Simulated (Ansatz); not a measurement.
## Tc of TaZnB in the AlB2 type from its phonons

Wanted: λ, ω_log and Tc of TaZnB in the AlB2 type. The cell shown first is a relaxed one, from steps not shown here.

Method: DFT PBEsol, scalar-relativistic, plane waves, PAW; PAW set soft_1, in Ansatz 0.2.0.

This is a report of a sequence of runs, with most program output left out.

The structure was built from a prototype and need not be the compound's stable phase.

### Step 1. The cell after earlier relaxation steps

The structure is hexagonal, space group P-6m2 (No. 187). Conventional cell: a = 3.513 Å, b = 3.513 Å, c = 3.343 Å, α = 90.00°, β = 90.00°, γ = 120.00°. Ta has 6 B at 2.63 Å and 6 Zn at 2.63 Å nearest. B has 3 Zn at 2.03 Å and 6 Ta at 2.63 Å nearest. Nearest to Zn lie 3 B at 2.03 Å and 6 Ta at 2.63 Å. Farther neighbours are not listed.

### Step 2. Electron–phonon run: q 3×3×2, k 9×9×6, scattering 12×12×12

The run that gives the couplings also evaluates McMillan's and Allen and Dynes's formulas and, where asked, the Eliashberg equations, over a range of μ*.

The input, input.yaml:

```yaml
crystal:
  lattice:
    - [3.5127568376, -2.8665e-06, 0.0]
    - [-1.7563759363, 3.0421380919, 0.0]
    - [0.0, 0.0, 3.3426250835]
  atoms:
    - { symbol: Ta, position: [0.0, 0.0, 0.0] }
    - { symbol: B, position: [0.3333333333, 0.6666666667, 0.5] }
    - { symbol: Zn, position: [0.6666666667, 0.3333333333, 0.5] }
kpoints:
  mp_grid: { grid: [9, 9, 6] }
hamiltonian:
  xc: pbesol
  pseudopotentials: { kind: paw, azcp: { folder: soft_1 }, xc_functional: pbe }
scf:
  occupations: { method: methfessel_paxton, width: 0.2 }
output:
  eigenvalues: true
phonons:
  method: dfpt
  qmesh: [3, 3, 2]
  temperatures: { t_max: 1000, t_step: 50 }
  qpath:
    path:
      - [[0.0, 0.0, 0.0], [0.5, 0.0, 0.0], [0.33333333, 0.33333333, 0.0], [0.0, 0.0, 0.0], [0.0, 0.0, 0.5], [0.5, 0.0, 0.5], [0.33333333, 0.33333333, 0.5], [0.0, 0.0, 0.5]]
      - [[0.5, 0.0, 0.5], [0.5, 0.0, 0.0]]
      - [[0.33333333, 0.33333333, 0.5], [0.33333333, 0.33333333, 0.0]]
    npoints: 10
  electrical_resistivity:
    mesh: [12, 12, 12]
    temperatures: [20.0, 50.0, 77.0, 100.0, 150.0, 200.0, 300.0, 400.0, 600.0, 800.0]
  superconductivity: { mesh: [12, 12, 12] }
```

Command:

```console
ansatz run input.yaml --threads 4 --pin off --max-ram 12288MiB --backend cpu --events-out ev --progress --plain --runs-dir out
```

The job ended after 66 s (4 threads of AMD EPYC 9R45 (Zen 5), shared host; peak memory 1.1 GiB; 4 min of CPU time).

This step gave:

| Item | Value |
| --- | --- |
| volume per atom | 11.91 Å³/atom |
| metallic on mesh | yes |
| gap on the k-mesh | 0 eV |
| zero point energy | 0.1628 eV/cell |
| share of imaginary modes in the plain interpolation between solved wavevectors | 0 |
| highest frequency, solved or plainly interpolated | 675.2 cm⁻¹ |
| Debye temperature (second moment) | 657 K |
| resistivity at 300 K | 31.66 μΩ cm, mean of the axes |
| coupling constant λ | 0.1463 |
| density of states at the Fermi level | 0.1698 states/eV a spin and cell |
| log mean phonon energy ħω_log | 15.48 meV |
| transport coupling constant λ_tr | 0.1765, 0.1765, 0.1635 (xx, yy, zz) |
| Drude plasma energy | 2.293, 2.293, 2.363 eV (xx, yy, zz) |
| resistivity times mean free path | 50.43, 50.43, 40.18 × 10⁻¹⁶ Ω m² (xx, yy, zz) |
| second-moment phonon energy ħω₂ | 28.34 meV |

An empty cell: under 1 mK by a formula, or no transition down to the floor of the Eliashberg search. Transition temperatures:

```csv
μ*,McMillan Tc (K),Allen–Dynes Tc (K)
0.08,-,-
0.1,-,-
0.12,-,-
0.13,-,-
0.14,-,-
0.16,-,-
0.2,-,-
```

### Step 3. Resistivity: scattering mesh 18×18×16

The next rung changes the scattering mesh, which samples the Fermi surface.

input.yaml: that of step 2 with these lines changed.

```diff
@@ -29,4 +29,4 @@
   electrical_resistivity:
-    mesh: [12, 12, 12]
+    mesh: [18, 18, 16]
     temperatures: [20.0, 50.0, 77.0, 100.0, 150.0, 200.0, 300.0, 400.0, 600.0, 800.0]
-  superconductivity: { mesh: [12, 12, 12] }
+  superconductivity: { mesh: [18, 18, 16] }
```

Wall time 73 s (4 threads); peak memory 1.2 GiB; 4.5 min of CPU time.

This step gave:

| Item | Value |
| --- | --- |
| resistivity at 300 K | 32.31 μΩ cm, mean of the axes |
| coupling constant λ | 0.1378 |
| density of states at the Fermi level | 0.1928 states/eV a spin and cell |
| log mean phonon energy ħω_log | 17.15 meV |
| transport coupling constant λ_tr | 0.1845, 0.1845, 0.1553 (xx, yy, zz) |
| Drude plasma energy | 2.159, 2.159, 2.103 eV (xx, yy, zz) |
| resistivity times mean free path | 53.74, 53.74, 48.07 × 10⁻¹⁶ Ω m² (xx, yy, zz) |
| second-moment phonon energy ħω₂ | 31.82 meV |

An empty cell: under 1 mK by a formula, or no transition down to the floor of the Eliashberg search. Transition temperatures:

```csv
μ*,McMillan Tc (K),Allen–Dynes Tc (K)
0.08,-,-
0.1,-,-
0.12,-,-
0.13,-,-
0.14,-,-
0.16,-,-
0.2,-,-
```

Between step 2 and this run (scattering mesh 18×18×16) the value for the coupling constant λ moves from 0.146 to 0.138 (-6 %).

### Step 4. Resistivity: q 3×3×3, k 9×9×9, scattering 18×18×12

The next rung changes the q mesh, which sets the reach of the force constants and couplings; the k mesh of the density and its response; the scattering mesh, which samples the Fermi surface; the phonon self-energy between the q points, now taken in.

input.yaml: that of step 3 with these lines changed.

```diff
@@ -10,3 +10,3 @@
 kpoints:
-  mp_grid: { grid: [9, 9, 6] }
+  mp_grid: { grid: [9, 9, 9] }
 hamiltonian:
@@ -20,3 +20,3 @@
   method: dfpt
-  qmesh: [3, 3, 2]
+  qmesh: [3, 3, 3]
   temperatures: { t_max: 1000, t_step: 50 }
@@ -29,4 +29,4 @@
   electrical_resistivity:
-    mesh: [18, 18, 16]
+    mesh: [18, 18, 12]
     temperatures: [20.0, 50.0, 77.0, 100.0, 150.0, 200.0, 300.0, 400.0, 600.0, 800.0]
-  superconductivity: { mesh: [18, 18, 16] }
+  superconductivity: { mesh: [18, 18, 12] }
```

It took 3.1 min on 4 threads; peak memory 4.1 GiB.

This step gave:

* zero point energy: 0.1626 eV/cell
* highest frequency, solved or plainly interpolated: 676.2 cm⁻¹
* Debye temperature (second moment): 656 K
* resistivity at 300 K: 31.87 μΩ cm, mean of the axes
* coupling constant λ: 0.1327
* density of states at the Fermi level: 0.1722 states/eV a spin and cell
* log mean phonon energy ħω_log: 16.86 meV
* transport coupling constant λ_tr: 0.1694, 0.1694, 0.1452 (xx, yy, zz)
* Drude plasma energy: 2.249, 2.249, 2.116 eV (xx, yy, zz)
* resistivity times mean free path: 49.9, 49.9, 47.67 × 10⁻¹⁶ Ω m² (xx, yy, zz)
* second-moment phonon energy ħω₂: 30.38 meV

An empty cell: under 1 mK by a formula, or no transition down to the floor of the Eliashberg search. Transition temperatures:

```csv
μ*,McMillan Tc (K),Allen–Dynes Tc (K)
0.08,-,-
0.1,-,-
0.12,-,-
0.13,-,-
0.14,-,-
0.16,-,-
0.2,-,-
```

The Eliashberg function α²F has structure finer than the step of the table below, so its rows give means over 2 meV, whole bins alone (the curve runs from 0.328 to 83.7 meV). Peaks (meV: height): α²F 13.5: 0.0649, 39.7: 0.0373, 77.1: 0.204, 81.7: 0.0471; α²F tr 8.9: 0.0547, 13.5: 0.0948, 18.7: 0.0651, 31.2: 0.0475, 39.7: 0.0462, 77.1: 0.138, 82.4: 0.0745.

The Eliashberg function α²F by phonon energy; means over each step:

| phonon energy (meV) | α²F | α²F tr |
| --- | --- | --- |
| 2 | 2.2e-4 | 9.5e-5 |
| 4 | 0.00381 | 0.00448 |
| 6 | 0.0145 | 0.0191 |
| 8 | 0.0307 | 0.0406 |
| 10 | 0.0309 | 0.0455 |
| 12 | 0.0284 | 0.0381 |
| 14 | 0.0459 | 0.0629 |
| 16 | 0.0424 | 0.0476 |
| 18 | 0.0390 | 0.0469 |
| 20 | 0.0203 | 0.0191 |
| 22 | 0.0142 | 0.0116 |
| 24 | 0.0180 | 0.0167 |
| 26 | 0.0251 | 0.0275 |
| 28 | 0.0283 | 0.0308 |
| 30 | 0.0281 | 0.0325 |
| 32 | 0.0271 | 0.0345 |
| 34 | 0.0208 | 0.0252 |
| 36 | 0.0247 | 0.0313 |
| 38 | 0.0286 | 0.0360 |
| 40 | 0.0306 | 0.0358 |
| 42 | 0.0185 | 0.0158 |
| 44 | 4.4e-4 | 2.9e-4 |
| 46 | 0 | 0 |
| 48 | 0 | 0 |
| 50 | 0 | 0 |
| 52 | 0 | 0 |
| 54 | 0 | 0 |
| 56 | 0 | 0 |
| 58 | 0 | 0 |
| 60 | 0 | 0 |
| 62 | 0 | 0 |
| 64 | 0 | 0 |
| 66 | 0 | 0 |
| 68 | 0 | 0 |
| 70 | 0 | 0 |
| 72 | 0 | 0 |
| 74 | 0 | 0 |
| 76 | 0.0379 | 0.0270 |
| 78 | 0.133 | 0.112 |
| 80 | 0.0277 | 0.0332 |
| 82 | 0.0368 | 0.0570 |

The Eliashberg function α²F has structure finer than the step of the table below, so its rows give means over 5 meV, whole bins alone (the curve runs from 0.328 to 83.7 meV). Peaks (meV: height): α²F 13.5: 0.0649, 39.7: 0.0373, 77.1: 0.204, 81.7: 0.0471; Ta 8.9: 0.0304, 13.5: 0.0514, 16.7: 0.0429, 18.7: 0.042; B 39.7: 0.0359, 77.1: 0.181, 81.7: 0.0429; Zn 27.2: 0.0215, 29.2: 0.0247, 36.4: 0.0128, 77.1: 0.0221.

The Eliashberg function α²F by phonon energy; means over each step:

```csv
phonon energy (meV),α²F,Ta,B,Zn
5,0.00962,0.00722,1.1e-4,0.00230
10,0.0296,0.0223,4.2e-4,0.00688
15,0.0438,0.0373,6.2e-4,0.00582
20,0.0234,0.0166,0.00430,0.00249
25,0.0216,0.00136,0.0102,0.0100
30,0.0284,0.00526,0.00700,0.0161
35,0.0232,0.00138,0.0142,0.00759
40,0.0275,4.0e-4,0.0254,0.00165
45,0.00116,4.9e-6,0.00110,5.1e-5
50,0,0,0,0
55,0,0,0,0
60,0,0,0,0
65,0,0,0,0
70,0,0,0,0
75,0.0316,1.4e-5,0.0282,0.00336
80,0.0596,1.2e-5,0.0544,0.00518
```

### Step 5. Summary of results

```yaml
meshes: q 3×3×3, k 9×9×9, scattering 18×18×12
coupling_constant_lambda: 0.133
log_mean_phonon_energy_omega_log: 16.9 meV
```

In the last run (PBEsol, q 3×3×3, k 9×9×9, scattering 18×18×12), with λ = 0.13 and ħω_log = 16.9 meV, Tc at μ* = 0.13 is under 1 mK by the formulas. In that run Allen and Dynes's formula gives no transition above 0.05 K at μ* = 0.10 or more. By the run's own test λ is not converged in the fine mesh: it moves by 31 % between the two finest, and by up to 54 % in the other runs. The run's transport test calls it not converged in the mesh; ρ(300 K) moves by 28 % in the component that moves most. Over the runs, λ takes the values 0.146, 0.138 and 0.133, in the order shown. No spin–orbit coupling, which matters for Ta. The structure is a hand-built model. The compound is a prototype filled by a generator; whether it can be made, and whether it orders so, was not tested. μ* is a typed number, phonons are harmonic, and spin fluctuations are left out; with λ this near or under μ*(1 + 0.62 λ), the formulas give Tc only to its order of magnitude, or none.

[Logs are printed without paths, hosts, clocks, repeated set-up lines and the standing remarks that a program may print on its own settings, such as how far it seeks lower states.]

[Hosts, paths, dates, database ids (printed as entryN), source tags and the programs' standing remarks are cut or masked in the printed files.]
